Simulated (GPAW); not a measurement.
# Ballistic transport through H2 in line between two Li chains, cheap and dear

Aim: T(E), conductance and thermopower of H2 in line between two Li chains, and what cheaper settings cost in accuracy.

Program: GPAW 26.7.0. Level of theory: GPAW LCAO, PAW setups; Landauer transmission from Green's functions with principal layers (ASE), zero bias. Results are calculated unless marked as measured.

Most raw output is cut from this account.

**1. Set-up**

The cell holds 12 atoms: 10 Li and 2 H. Its edges and angles: a = 9.000 Å, b = 9.000 Å, c = 30.650 Å, α = 90.0°, β = 90.0°, γ = 90.0°. Regions: left lead, 5 atoms (5 Li); channel, 2 atoms (2 H); right lead, 5 atoms (5 Li). Vacuum lies along a and b. The structure is stacked along c, and the current runs across the ab planes.

**2. GPAW, dzp**

The script solves lead and junction separately, takes H and S in the orbital basis, and joins semi-infinite leads through their self-energies; the dzp basis is the working standard.

run.py reads:

```python
import json
import numpy as np
from ase import Atoms
from ase.transport.calculators import TransportCalculator
from gpaw import GPAW, FermiDirac
from gpaw.lcao.tools import get_lcao_hamiltonian
from scipy.linalg import eigh

# The junction with lead layers at both ends, along the third cell vector
device = Atoms(
    ['Li', 'Li', 'Li', 'Li', 'Li', 'H', 'H', 'Li', 'Li', 'Li', 'Li', 'Li'],
    positions=[
        [4.50000, 4.50000, 1.47500],
        [4.50000, 4.50000, 4.42500],
        [4.50000, 4.50000, 7.37500],
        [4.50000, 4.50000, 10.32500],
        [4.50000, 4.50000, 13.27500],
        [4.50000, 4.50000, 14.90020],
        [4.50000, 4.50000, 15.75020],
        [4.50000, 4.50000, 17.37540],
        [4.50000, 4.50000, 20.32540],
        [4.50000, 4.50000, 23.27540],
        [4.50000, 4.50000, 26.22540],
        [4.50000, 4.50000, 29.17540]],
    cell=[[9.0, 0.0, 0.0], [0.0, 9.0, 0.0], [0.0, 0.0, 30.6504]],
    pbc=True)

# One principal layer of the lead: the first 3 atoms of the device
lead = Atoms(
    ['Li', 'Li', 'Li'],
    positions=[
        [4.50000, 4.50000, 1.47500],
        [4.50000, 4.50000, 4.42500],
        [4.50000, 4.50000, 7.37500]],
    cell=[[9.0, 0.0, 0.0], [0.0, 9.0, 0.0], [0.0, 0.0, 8.85]],
    pbc=True)

settings = dict(mode='lcao', basis='dzp', xc='PBE', h=0.2,
                occupations=FermiDirac(0.1), maxiter=250,
                mixer=dict(beta=0.1, nmaxold=8, weight=100.0),
                convergence=dict(density=0.0001))
energies = np.arange(-2, 2 + 1e-9, 0.05)
eta = 0.0001
n1, n2 = 1, 1
# k and -k transmit alike, so half of the mesh across the current serves
mesh = [(i, j) for i in range(n1) for j in range(n2) if (i, j) <= (-i % n1, -j % n2)]
weights = np.array([1 if (i, j) == (-i % n1, -j % n2) else 2 for i, j in mesh]) / (n1 * n2)

# [... helper functions left out ...]
fermi_lead = ground_state(lead, (1, 1, 13), 'lead.txt')
fermi_device = ground_state(device, (1, 1, 3), 'device.txt')
# [... loop over the mesh left out, but for ...]
        # Shift the lead onto the potential of the device's first layer
        shift = ((H[:, 0, 0] - H0[:, 0, 0]) / S0[0, 0]).real.mean()
# [...]
kT = 8.617333e-5 * 300
bias = [0.1, 0.2, 0.5, 1.0, 1.5, 2.0]
# [... integrals and printing left out ...]
```

Command:

```bash
$ OMP_NUM_THREADS=1 OPENBLAS_NUM_THREADS=1 python run.py
```

Wall time 54 s (1 thread of Arm Neoverse N1, shared host); peak memory 0.89 GiB.

This step gave:

```yaml
conductance: 0.7095 G₀
thermopower: -4.140 μV/K
largest_coupling_past_the_next_principal_layer: 1.28e-8 eV
largest_misfit_of_the_first_principal_layer: 0.02124 eV
shift_that_aligns_the_lead: -0.003657 eV
basis_functions_of_the_junction: 60
basis_functions_of_a_principal_layer: 15
transmission_at_the_fermi_level_one_spin: 0.7116
```

One spin. The transmission, zone mean by energy, zero at the Fermi level:

| energy (eV) | transmission, zone mean |
| --- | --- |
| -2.00 | 0 |
| -1.85 | 0 |
| -1.70 | 0 |
| -1.60 | 0 |
| -1.45 | 0 |
| -1.30 | 0 |
| -1.15 | 0 |
| -1.05 | 0 |
| -0.90 | 0 |
| -0.75 | 0.139 |
| -0.60 | 0.283 |
| -0.50 | 0.340 |
| -0.35 | 0.460 |
| -0.20 | 0.593 |
| -0.05 | 0.690 |
| 0.00 | 0.712 |
| 0.05 | 0.729 |
| 0.20 | 0.773 |
| 0.35 | 0.830 |
| 0.50 | 0.909 |
| 0.60 | 0.958 |
| 0.75 | 0.998 |
| 0.90 | 0.974 |
| 1.05 | 0.897 |
| 1.15 | 0.829 |
| 1.30 | 0.715 |
| 1.45 | 0.596 |
| 1.60 | 0.483 |
| 1.70 | 0.412 |
| 1.85 | 0.313 |
| 2.00 | 0.218 |

Not self-consistent under bias; the bias window is split evenly. Current through one cell, from the zero-bias transmission against bias:

| bias (V) | current through one cell, from the zero-bias transmission (μA) |
| --- | --- |
| 0.100 | 5.49 |
| 0.200 | 11.0 |
| 0.500 | 26.9 |
| 1.000 | 51.8 |
| 1.500 | 75.4 |
| 2.000 | 94.5 |

Table of transmission of the three most open eigenchannels by energy, zero at the Fermi level:

| energy (eV) | channel 1 | channel 2 = channel 3 |
| --- | --- | --- |
| -0.800 | 2.0e-9 | 0 |
| -0.600 | 0.283 | 0 |
| -0.400 | 0.417 | 0 |
| -0.200 | 0.593 | 0 |
| 0.000 | 0.712 | 0 |
| 0.200 | 0.773 | 0 |
| 0.400 | 0.855 | 0 |
| 0.600 | 0.958 | 0 |
| 0.800 | 0.997 | 0 |
| 1.000 | 0.927 | 0 |
| 1.200 | 0.792 | 0 |
| 1.400 | 0.636 | 0 |
| 1.600 | 0.483 | 0 |
| 1.800 | 0.345 | 0 |
| 2.000 | 0.218 | 0 |

Couplings past the next layer reach 1.3e-8 eV, small enough to drop; the matrix elements of the cell's first layer differ from the bulk lead's by up to 0.021 eV. That layer keeps its own values in the calculation, and only beyond it is the lead taken as perfect. The Fermi levels of lead and junction count from different zeros of potential, one for each periodic cell; with both set to zero, the small remaining shift is what aligns them. By hand: G = 0.7095 × 77.48 μS = 55.0 μS, a resistance of 18.2 kΩ; at 0.1 V a linear junction would pass 5.50 μA, and the integral over the bias window gives 5.49 μA. Mott's formula, S = -(π²/3)(k_B²T/e) d ln T/dE, has the prefactor 7.33 μV/K·eV at 300 K; T = 0.6903 at -0.05 eV and 0.7289 at 0.05 eV give a slope of 0.545 per eV and S = -3.99 μV/K, beside -4.14 μV/K from the thermal integral, which interpolates the same grid.

**3. Single-zeta polarised basis**

The second zeta is dropped, the polarisation orbitals stay.

run.py, as its differences from that of step 2:

```diff
@@ -37,3 +37,3 @@
 
-settings = dict(mode='lcao', basis='dzp', xc='PBE', h=0.2,
+settings = dict(mode='lcao', basis='szp(dzp)', xc='PBE', h=0.2,
                 occupations=FermiDirac(0.1), maxiter=250,
```

Run time: 47 s. Hardware: 1 thread; peak memory 0.88 GiB.

This step gave:

```yaml
conductance: 0.8133 G₀
thermopower: -5.349 μV/K
largest_coupling_past_the_next_principal_layer: 1.26e-8 eV
largest_misfit_of_the_first_principal_layer: 0.02107 eV
shift_that_aligns_the_lead: -0.003222 eV
basis_functions_of_the_junction: 48
basis_functions_of_a_principal_layer: 12
transmission_at_the_fermi_level_one_spin: 0.8155
```

One spin. The transmission, zone mean by energy, zero at the Fermi level:

| energy (eV) | transmission, zone mean |
| --- | --- |
| -2.000 | 0 |
| -1.800 | 0 |
| -1.600 | 0 |
| -1.400 | 0 |
| -1.200 | 0 |
| -1.000 | 0 |
| -0.800 | 1.1e-10 |
| -0.600 | 0.277 |
| -0.400 | 0.456 |
| -0.200 | 0.661 |
| 0.000 | 0.815 |
| 0.200 | 0.910 |
| 0.400 | 0.981 |
| 0.550 | 0.998 |
| 0.600 | 0.992 |
| 0.800 | 0.916 |
| 1.000 | 0.803 |
| 1.200 | 0.692 |
| 1.400 | 0.584 |
| 1.600 | 0.476 |
| 1.800 | 0.363 |
| 2.000 | 0.236 |

Not self-consistent under bias; the bias window is split evenly. The current through one cell, from the zero-bias transmission by bias:

| bias (V) | current through one cell, from the zero-bias transmission (μA) |
| --- | --- |
| 0.100 | 6.30 |
| 0.200 | 12.6 |
| 0.500 | 30.9 |
| 1.000 | 59.0 |
| 1.500 | 82.6 |
| 2.000 | 99.7 |

Table of transmission of the three most open eigenchannels by energy, zero at the Fermi level:

| energy (eV) | channel 1 | channel 2 = channel 3 |
| --- | --- | --- |
| -2.00 | 0 | 0 |
| -1.85 | 0 | 0 |
| -1.70 | 0 | 0 |
| -1.60 | 0 | 0 |
| -1.45 | 0 | 0 |
| -1.30 | 0 | 0 |
| -1.15 | 0 | 0 |
| -1.05 | 0 | 0 |
| -0.90 | 0 | 0 |
| -0.75 | 0.0613 | 0 |
| -0.60 | 0.277 | 0 |
| -0.50 | 0.359 | 0 |
| -0.35 | 0.506 | 0 |
| -0.20 | 0.661 | 0 |
| -0.05 | 0.784 | 0 |
| 0.00 | 0.815 | 0 |
| 0.05 | 0.843 | 0 |
| 0.20 | 0.910 | 0 |
| 0.35 | 0.966 | 0 |
| 0.50 | 0.997 | 0 |
| 0.60 | 0.992 | 0 |
| 0.75 | 0.941 | 0 |
| 0.90 | 0.861 | 0 |
| 1.05 | 0.775 | 0 |
| 1.15 | 0.719 | 0 |
| 1.30 | 0.638 | 0 |
| 1.45 | 0.558 | 0 |
| 1.60 | 0.476 | 0 |
| 1.70 | 0.421 | 0 |
| 1.85 | 0.333 | 0 |
| 2.00 | 0.236 | 0 |

The conductance, 0.813 G₀, lies 15 % above that of the dzp run.

**4. Minimal basis**

One function for each valence shell of the setup, as for a first survey of a large system.

run.py, as its differences from that of step 3:

```diff
@@ -37,3 +37,3 @@
 
-settings = dict(mode='lcao', basis='szp(dzp)', xc='PBE', h=0.2,
+settings = dict(mode='lcao', basis='sz(dzp)', xc='PBE', h=0.2,
                 occupations=FermiDirac(0.1), maxiter=250,
```

Wall time 37 s (1 thread); peak memory 0.83 GiB.

Numbers from this step:

```yaml
conductance: 0.7958 G₀
largest_coupling_past_the_next_principal_layer: 1.25e-8 eV
largest_misfit_of_the_first_principal_layer: 0.01251 eV
shift_that_aligns_the_lead: -0.003343 eV
basis_functions_of_the_junction: 12
basis_functions_of_a_principal_layer: 3
transmission_at_the_fermi_level_one_spin: 0.7965
```

The conductance, 0.796 G₀, lies 12 % above that of the dzp run.

**5. LDA in the dzp basis: xc = "LDA"**

Back in the dzp basis, the functional changes from PBE to LDA, to set the spread between functionals beside that between bases.

run.py, as its differences from that of step 4:

```diff
@@ -37,3 +37,3 @@
 
-settings = dict(mode='lcao', basis='sz(dzp)', xc='PBE', h=0.2,
+settings = dict(mode='lcao', basis='dzp', xc='LDA', h=0.2,
                 occupations=FermiDirac(0.1), maxiter=250,
```

It took 40 s on 1 thread; peak memory 0.89 GiB.

Numbers from this step:

- conductance: 0.7561 G₀
- thermopower: -4.112 μV/K
- largest coupling past the next principal layer: 5.76e-9 eV
- largest misfit of the first principal layer: 0.01938 eV
- shift that aligns the lead: -0.003042 eV
- basis functions of the junction: 60
- basis functions of a principal layer: 15
- transmission at the Fermi level (one spin): 0.7583

One spin. Table of transmission, zone mean by energy, zero at the Fermi level:

| energy (eV) | transmission, zone mean |
| --- | --- |
| -2.000 | 0 |
| -1.800 | 0 |
| -1.600 | 0 |
| -1.400 | 0 |
| -1.200 | 0 |
| -1.000 | 0 |
| -0.800 | 8.3e-11 |
| -0.600 | 0.292 |
| -0.400 | 0.444 |
| -0.200 | 0.633 |
| 0.000 | 0.758 |
| 0.200 | 0.822 |
| 0.400 | 0.9 |
| 0.600 | 0.982 |
| 0.700 | 0.998 |
| 0.800 | 0.988 |
| 1.000 | 0.896 |
| 1.200 | 0.753 |
| 1.400 | 0.593 |
| 1.600 | 0.440 |
| 1.800 | 0.300 |
| 2.000 | 0.167 |

The conductance, 0.756 G₀, lies 6.6 % above that of the dzp run.

**6. The ladder**

Times are for 1 thread of Arm Neoverse N1, shared host. The series side by side:

| no. | run | conductance (G₀) | time | memory (GiB) |
| --- | --- | --- | --- | --- |
| 1 | dzp | 0.7095 | 54 s | 0.89 |
| 2 | szp | 0.8133 | 47 s | 0.88 |
| 3 | sz | 0.7958 | 37 s | 0.83 |
| 4 | dzp LDA | 0.7561 | 40 s | 0.89 |

**7. The levels side by side**

The curves are compared point by point over the common energies.

This step: comparison of transmission and cost over codes and levels (GPAW 26.7.0).

Ladder, by row:

| step | code | T at the Fermi level (sum over the listed spins) | conductance (G0) | r.m.s. T(E) from the first | wall time (s) | peak memory (GiB) | threads |
| --- | --- | --- | --- | --- | --- | --- | --- |
| dzp | GPAW | 0.7116 | 0.7095 | 0 | 53.51 | 0.89 | 1 |
| szp | GPAW | 0.8155 | 0.8133 | 0.06657 | 47.02 | 0.88 | 1 |
| sz | GPAW | 0.7965 | 0.7958 | 0.2652 | 36.78 | 0.83 | 1 |
| dzp-LDA | GPAW | 0.7583 | 0.7561 | 0.03262 | 40.34 | 0.89 | 1 |

Table of transmission, zone mean, sum over the listed spins by energy, zero at the Fermi level:

| energy (eV) | dzp | szp | sz | dzp-LDA |
| --- | --- | --- | --- | --- |
| -2.0000 | 0 | 0 | 0 | 0 |
| -1.7500 | 0 | 0 | 0 | 0 |
| -1.5000 | 0 | 0 | 0 | 0 |
| -1.2500 | 0 | 0 | 0 | 0 |
| -1.0000 | 0 | 0 | 0.321 | 0 |
| -0.7500 | 0.139 | 0.0613 | 0.559 | 0.0496 |
| -0.5000 | 0.340 | 0.359 | 0.643 | 0.359 |
| -0.2500 | 0.551 | 0.611 | 0.740 | 0.588 |
| 0.0000 | 0.712 | 0.815 | 0.797 | 0.758 |
| 0.2500 | 0.789 | 0.930 | 0.821 | 0.839 |
| 0.5000 | 0.909 | 0.997 | 0.841 | 0.945 |
| 0.5500 | 0.935 | 0.998 | 0.846 | 0.966 |
| 0.7000 | 0.992 | 0.963 | 0.861 | 0.998 |
| 0.7500 | 0.998 | 0.941 | 0.867 | 0.996 |
| 1.0000 | 0.927 | 0.803 | 0.892 | 0.896 |
| 1.2500 | 0.754 | 0.665 | 0.908 | 0.713 |
| 1.4000 | 0.636 | 0.584 | 0.911 | 0.593 |
| 1.5000 | 0.558 | 0.531 | 0.910 | 0.515 |
| 1.7500 | 0.378 | 0.392 | 0.897 | 0.334 |
| 2.0000 | 0.218 | 0.236 | 0.867 | 0.167 |

**8. SCF mesh 1×1×1, basis sz(dzp), functional revPBE**

The SCF mesh sets the Fermi level of the repeated cell. A smaller basis is cheaper in every inversion. The functional moves levels against the Fermi level.

This step: GPAW LCAO, PAW setups; Landauer transmission from Green's functions with principal layers (ASE), zero bias (GPAW 26.7.0).

run.py, as its differences from that of step 5:

```diff
@@ -37,3 +37,3 @@
 
-settings = dict(mode='lcao', basis='dzp', xc='LDA', h=0.2,
+settings = dict(mode='lcao', basis='sz(dzp)', xc='revPBE', h=0.2,
                 occupations=FermiDirac(0.1), maxiter=250,
@@ -50,3 +50,3 @@
 fermi_lead = ground_state(lead, (1, 1, 13), 'lead.txt')
-fermi_device = ground_state(device, (1, 1, 3), 'device.txt')
+fermi_device = ground_state(device, (1, 1, 1), 'device.txt')
 # [... loop over the mesh left out, but for ...]
```

It took 41 s on 1 thread; peak memory 0.83 GiB.

The run finished with changed settings (scf_mesh = [1, 1, 1], basis = "sz(dzp)" and xc = "revPBE"); it serves as a test.

The two runs compared:

| quantity | this run | sound run | difference |
| --- | --- | --- | --- |
| conductance (G₀) | 0.79289 | 0.70952 | 0.0834 |
| largest coupling past the next principal layer (eV) | 1.292e-8 | 1.280e-8 | 1.2e-10 |
| largest misfit of the first principal layer (eV) | 0.013737 | 0.021244 | -0.00751 |
| shift that aligns the lead (eV) | 0.0081674 | -0.0036570 | 0.0118 |
| basis functions of the junction | 12 | 60 | -48 |
| basis functions of a principal layer | 3 | 15 | -12 |
| transmission at the Fermi level (one spin) | 0.79363 | 0.71161 | 0.0820 |

The two runs differ clearly in the conductance: 0.793 G₀ against 0.710 G₀.

**9. Temperature 700, SCF mesh 1×1×1, smearing 0.2**

Temperature enters only through the Fermi window. The SCF mesh sets the Fermi level of the repeated cell. Smearing helps the SCF of a metal converge, but it blurs occupations at band edges near the Fermi level.

run.py, as its differences from that of step 8:

```diff
@@ -37,4 +37,4 @@
 
-settings = dict(mode='lcao', basis='sz(dzp)', xc='revPBE', h=0.2,
-                occupations=FermiDirac(0.1), maxiter=250,
+settings = dict(mode='lcao', basis='dzp', xc='PBE', h=0.2,
+                occupations=FermiDirac(0.2), maxiter=250,
                 mixer=dict(beta=0.1, nmaxold=8, weight=100.0),
@@ -55,3 +55,3 @@
 # [...]
-kT = 8.617333e-5 * 300
+kT = 8.617333e-5 * 700
 bias = [0.1, 0.2, 0.5, 1.0, 1.5, 2.0]
```

Elapsed: 47 s, on 1 thread; peak memory 0.89 GiB.

The run finished with changed settings (temperature = 700, scf_mesh = [1, 1, 1] and width = 0.2); it serves as a test.

The two runs compared:

| quantity | this run | sound run | difference |
| --- | --- | --- | --- |
| conductance (G₀) | 0.64436 | 0.70952 | -0.0652 |
| thermopower (μV/K) | -12.447 | -4.1400 | -8.31 |
| largest coupling past the next principal layer (eV) | 1.276e-8 | 1.280e-8 | -4.3e-11 |
| largest misfit of the first principal layer (eV) | 0.017175 | 0.021244 | -0.00407 |
| shift that aligns the lead (eV) | 0.0012675 | -0.0036570 | 0.00492 |
| transmission at the Fermi level (one spin) | 0.64429 | 0.71161 | -0.0673 |

The two runs differ clearly in the thermopower: -12.4 μV/K against -4.14 μV/K.

**10. Outcome**

```json
{
  "conductance": "0.710 G₀",
  "transmission at the Fermi level, mean of the spins": "0.712",
  "thermopower": "-4.14 μV/K"
}
```

In words: In the dzp basis the junction conducts 0.710 G₀ at 300 K, with T = 0.712 a spin at the Fermi level; no smaller basis tried comes within 10 % of that conductance. At the Fermi level one eigenchannel carries the current (0.71). Measured against the first run (dzp), the nearest curve is that of dzp-LDA (r.m.s. 0.033) and the farthest that of sz (0.27). Over the compared runs wall time goes from 37 s (sz) to 54 s (dzp), on a shared host. The geometry was built from estimated bond lengths and not relaxed, so the numbers describe this model structure. An evenly spaced straight chain is an idealisation: free chains tend to dimerise, zigzag or, where a band edge lies near the Fermi level, turn magnetic. The currents use the zero-bias T(E) throughout, which holds only while the bias is small against the distance to the nearest feature. The energy step is wider than the thermal energy, so the conductance and thermopower rest on interpolation of T(E).

[Logs are printed without paths, hosts, clocks, repeated set-up lines and the standing remarks that a program may print on its own settings, such as how far it seeks lower states.]

[Hosts, paths, dates, database ids (printed as entryN), source tags and the programs' standing remarks are cut or masked in the printed files.]
